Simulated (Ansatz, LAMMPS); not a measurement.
# Settings and their price: amorphous 29Ga2O3-71GeO2 (mol %) (86 atoms)

Density of this cell: 3.71 g/cm³. The cell holds 86 atoms: 14 Ga, 17 Ge and 55 O. Cell: a = 11.142 Å, b = 11.142 Å, c = 11.142 Å, α = 90.0°, β = 90.0°, γ = 90.0°. 86 atoms (14 Fe, 17 Ge, 55 O) placed at random at 3.54 g/cm³, melted at 5000 K for 10 ps at fixed volume with the Morse and Coulomb pair potential with partial charges (Pedone, Malavasi, Menziani, Cormack and Segre, J. Phys. Chem. B 110, 11780 (2006)). Quenched from 5000 K to 300 K at 100 K/ps and fixed volume, held 5 ps, then minimised at fixed cell. Then Fe was replaced by Ga and the cell scaled by 1.006 (the potential has no terms for the new elements, so the cell is a start for a DFT relaxation).

Geometry: as built.

Reference run: Kohn-Sham DFT, PBE, PAW (set soft_2), plane waves (Ansatz 0.2.0), cutoff 750 eV, Γ point, fixed occupations.

| Quantity | Value |
| --- | --- |
| r.m.s. force component | 0.9663 eV/Å |
| gap (highest filled to lowest empty level) | 0.7845 eV |
| SCF cycles | 9 |
| time | 50 s on 4 threads of Arm Neoverse V1, shared host |

**Question.** The same geometry is run again with each of these changes. How far do the results move, and how long does each run take?
- support functions medium
- support functions low
- support functions medium, radius 3.67 Å
- support functions medium, radius 3.97 Å

Differences are against the run with plane waves at 750 eV (Kohn-Sham DFT, PBE, PAW (set soft_2), plane waves), whose r.m.s. force component is 0.966 eV/Å. Energies are set beside the reference only for runs with its functional, potentials and electron count. Times are for 4 threads of Arm Neoverse V1, shared host.

```
                                    run  Δ force, r.m.s. (meV/Å)  share of r.m.s. force (%)  Δ energy (meV/atom)  Δ gap (eV)  cycles     time  host memory (GiB)
                              reference                        -                          -                    -           -       9     50 s                4.1
               support functions medium                     2.53                      0.262                -1.67     -3.0e-4      16  4.1 min                5.4
                  support functions low                     2.45                      0.254                -1.63     -4.0e-4      14  2.4 min                3.8
support functions medium, radius 3.67 Å                     2.51                      0.260                -1.67     -3.0e-4      16  3.8 min                5.2
support functions medium, radius 3.97 Å                     2.53                      0.262                -1.67     -3.0e-4      16  4.7 min                5.8
```

Among numerical settings the force difference runs from 2.5 meV/Å (support functions low) to 2.5 meV/Å (support functions medium). At 86 atoms the fastest of the runs at a preset level, support functions low, takes 2.9 times the time of plane waves, in 14 SCF cycles against 9. Differences between support functions and plane waves include what basis error the plane-wave run still has. 

[Logs are printed without paths, hosts, clocks, repeated set-up lines and the standing remarks that a program may print on its own settings, such as how far it seeks lower states.]

[Hosts, paths, dates, database ids (printed as entryN), source tags and the programs' standing remarks are cut or masked in the printed files.]
